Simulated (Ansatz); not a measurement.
# Sc2NO2 monolayer: phonons and vibrational spectra, part 2 of 2

Aim: the vibrations of Sc2NO2 monolayer, their spectra, and whether the structure is stable.

Ansatz 0.2.0; DFT PBEsol, scalar-relativistic, plane waves, PAW.

So far. Step 4 (Relaxing to small forces for the phonons): The largest force component left is 0.030 meV/Å, within the tolerances set. Step 5 (Zone-centre response): Before it was imposed, the acoustic sum rule was missed by 2.7e-5 eV/Å². Small misses are needed for a sound result but don't prove that mesh and cutoff are converged. The lowest optical mode is real, 125 cm⁻¹.

## Step 6: Response at finite wavevector (continued)

The partial phonon density of states has structure finer than the step of the table below, so its rows give means over 20 cm⁻¹, whole bins alone (the curve runs from -10 to 613 cm⁻¹). Peaks (cm⁻¹: height): N 358.3: 0.0862, 452.3: 0.0160; O 252.5: 0.0146, 468.0: 0.0824, 530.6: 0.0320, 569.8: 0.0290; Sc 189.8: 0.0535, 232.9: 0.0314, 252.5: 0.0333, 358.3: 0.0114, 448.4: 0.0257.

Phonopy on the run's constants, 21x21x1 mesh, Gaussian sigma 4.4 cm-1. Interpolated from a 6×6×1 q mesh. Table of partial phonon density of states by wavenumber; means over each step; values in 1/cm⁻¹/cell:

```
wavenumber (cm⁻¹)        N        O       Sc
                0   1.0e-4   2.3e-4   6.5e-4
               20   1.9e-4   4.5e-4  0.00129
               40   3.3e-4   7.7e-4  0.00229
               60   3.9e-4   9.3e-4  0.00292
               80   5.1e-4  0.00128  0.00429
              100   5.4e-4  0.00148  0.00547
              120   6.7e-4  0.00235  0.00899
              140   6.5e-4  0.00367   0.0143
              160   6.8e-4  0.00504   0.0220
              180  0.00104  0.00992   0.0396
              200   6.1e-4  0.00942   0.0353
              220   1.7e-4  0.00768   0.0260
              240   3.6e-4   0.0101   0.0285
              260  0.00170   0.0118   0.0267
              280   7.3e-4  0.00262  0.00541
              300        0   4.2e-7   2.1e-6
              320        0        0        0
              340  0.00618   4.0e-4   8.6e-4
              360   0.0692  0.00777  0.00883
              380   0.0144  0.00543  0.00436
              400  0.00470  0.00259  0.00240
              420  0.00679  0.00204  0.00322
              440   0.0126   0.0269   0.0144
              460  0.00977   0.0661   0.0216
              480  0.00306   0.0443   0.0121
              500   2.3e-4   0.0114  0.00268
              520   9.5e-4   0.0136  0.00151
              540  0.00299   0.0196  0.00149
              560  0.00564   0.0176  0.00175
              580  0.00473   0.0144  0.00116
              600   9.4e-5   2.8e-4   1.0e-5
```

Harmonic thermodynamic functions per atom, from the density of states. Interpolated from a 6×6×1 q mesh. Thermodynamic functions, by row:

```
T (K)  F_vib (meV/atom)  S (J/mol-atom/K)  C_V (J/mol-atom/K)
    0             64.74                 0                   0
  100             63.65             3.331               6.585
  200             56.42             10.77               15.14
  300              41.5             17.84               19.48
  400             19.84             23.76               21.58
  500             -7.42             28.71               22.68
  600            -39.41             32.91               23.33
  700            -75.44             36.54               23.73
  800              -115             39.72                  24
  900            -157.7             42.56               24.19
 1000            -203.1             45.12               24.32
```

Symmetry leaves 7 wavevectors to solve. The lowest mode among them, the acoustic zeros apart, lies at q = (0, 0.167, 0) and is real, 59.8 cm⁻¹.

## Step 7: Isotope substitution, element N, natural mass 14.007 amu

An isotope changes the mass and not the force constants, so no new electronic calculation is needed; the shifts show which modes move this element.

The same force constants with the mass of N changed from 14.007 to 15.000 u (phonopy, no LO-TO term). Both lists are sorted by frequency; levels can cross, so a row need not hold one and the same mode. Modes under 3 cm⁻¹ are left out. Isotope shifts, by row, the first 40 of 57 rows:

```
         q  rank  natural mass (cm⁻¹)  changed mass (cm⁻¹)
     0 0 0     4                124.8                124.8
     0 0 0     5                124.8                124.8
     0 0 0     6                205.6                205.6
     0 0 0     7                358.5                347.8
     0 0 0     8                358.5                347.8
     0 0 0     9                408.9                403.9
     0 0 0    10                454.9                454.9
     0 0 0    11                454.9                454.9
     0 0 0    12                478.8                478.8
     0 0 0    13                485.2                485.1
     0 0 0    14                485.2                485.1
     0 0 0    15                527.2                517.6
0 0.1667 0     1                59.84                59.65
0 0.1667 0     2                87.52                87.25
0 0.1667 0     3                147.7                147.7
0 0.1667 0     4                150.1                149.6
0 0.1667 0     5                193.4                193.4
0 0.1667 0     6                206.8                206.8
0 0.1667 0     7                352.1                341.8
0 0.1667 0     8                358.9                  348
0 0.1667 0     9                371.4                366.2
0 0.1667 0    10                446.8                446.5
0 0.1667 0    11                458.6                458.6
0 0.1667 0    12                480.6                480.5
0 0.1667 0    13                484.3                481.2
0 0.1667 0    14                496.7                496.6
0 0.1667 0    15                554.9                548.6
0 0.3333 0     1                130.1                129.9
0 0.3333 0     2                157.8                157.6
0 0.3333 0     3                190.2                190.2
0 0.3333 0     4                191.8                191.6
0 0.3333 0     5                243.3                243.3
0 0.3333 0     6                264.5                  264
0 0.3333 0     7                358.9                349.7
0 0.3333 0     8                361.3                350.7
0 0.3333 0     9                396.2                389.4
0 0.3333 0    10                452.4                449.6
0 0.3333 0    11                461.1                457.1
0 0.3333 0    12                461.7                461.6
0 0.3333 0    13                470.4                470.3
```

A mode of this element alone would shift by -3.37 %. The highest zone-centre frequency without the field goes from 527.2 to 517.6 cm⁻¹ (-1.8 %). The product of the frequency ratios over all optical modes at Γ is 0.912; the product rule, (m/m′)^(3k/2) (M′/M)^(3/2) with k = 1 such atoms and M the mass of the cell, gives 0.912.

## Step 8: Another isotope, element O, natural mass 15.999 amu

The same for O, from 16.00 to 18.00 u.

A mode of this element alone would shift by -5.72 %. The highest zone-centre frequency without the field goes from 527.2 to 515.4 cm⁻¹ (-2.2 %). The product of the frequency ratios over all optical modes at Γ is 0.734; the product rule, (m/m′)^(3k/2) (M′/M)^(3/2) with k = 2 such atoms and M the mass of the cell, gives 0.734.

## Step 9: Summary of results

| Item | Value |
| --- | --- |
| space group after relaxation (within 0.01 Å) | P-3m1 |
| area per atom | 1.79 Å² |
| electronic character | no gap on this mesh |
| highest optical mode at the zone centre (no LO-TO term) | 527 cm⁻¹ |
| lowest optical zone-centre mode | 125 cm⁻¹ |
| lowest mode on the q mesh (acoustic modes at Γ apart) | 59.8 cm⁻¹ |
| highest frequency on the path or at a solved wavevector | 586 cm⁻¹ |
| zero-point energy per atom | 64.7 meV |
| heat capacity at 300 K | 19.5 J/(mol atoms K) |
| vibrational entropy at 300 K | 17.8 J/(mol atoms K) |
| imaginary modes on the 6×6×1 q mesh | none |

What this shows: The structure is a minimum as far as tested: no mode is imaginary at the 7 irreducible wavevectors of the 6×6×1 mesh, and the softest away from the acoustic zeros lies at 60 cm⁻¹. The optical modes at Γ span 125 to 527 cm⁻¹. On the path and the mesh, the widest gap between branches runs from 278 to 349 cm⁻¹. With no gap, or one that is small against the smearing, the frequencies hang on the k mesh and the smearing, most of all near Kohn anomalies. The phonon runs are without spin polarisation, although the cell has an odd electron count. In a sheet or slab the interpolated bending branch near Γ is rough, since the rotational sum rule isn't imposed. A phonon run warned that its eigensolver left some bands unconverged in a pass. The starting cell was built on a prototype and not taken from a measurement. These are harmonic frequencies at zero temperature: anharmonic shifts, linewidths and thermal expansion are left out.

[Logs are printed without paths, hosts, clocks, repeated set-up lines and the standing remarks that a program may print on its own settings, such as how far it seeks lower states.]

[Hosts, paths, dates, database ids (printed as entryN), source tags and the programs' standing remarks are cut or masked in the printed files.]
